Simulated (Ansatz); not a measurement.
Reflectivity of TiSi2 (Fddd) at normal incidence (Ansatz, PBE, independent particles, without spin-orbit coupling, line width 0.1 eV (Gaussian), carrier damping 0.05 eV):

| E (eV) | R (%) |
| --- | --- |
| 1.00 | 44.4 |
| 1.25 | 53.5 |
| 1.50 | 54.3 |
| 1.75 | 49.9 |
| 2.00 | 47.3 |
| 2.25 | 46.0 |
| 2.50 | 44.1 |
| 2.75 | 47.8 |
| 3.00 | 51.9 |
| 3.25 | 51.8 |
| 3.50 | 48.8 |
| 3.75 | 48.7 |
| 4.00 | 51.6 |
| 4.25 | 52.3 |
| 4.50 | 52.5 |
| 4.75 | 55.3 |
| 5.00 | 57.4 |

**Question.** What colour would a polished face show in daylight?

**Answer.** Light grey: CIE x = 0.317, y = 0.333, luminous reflectivity 49 % under D65, from the mean over the axes.
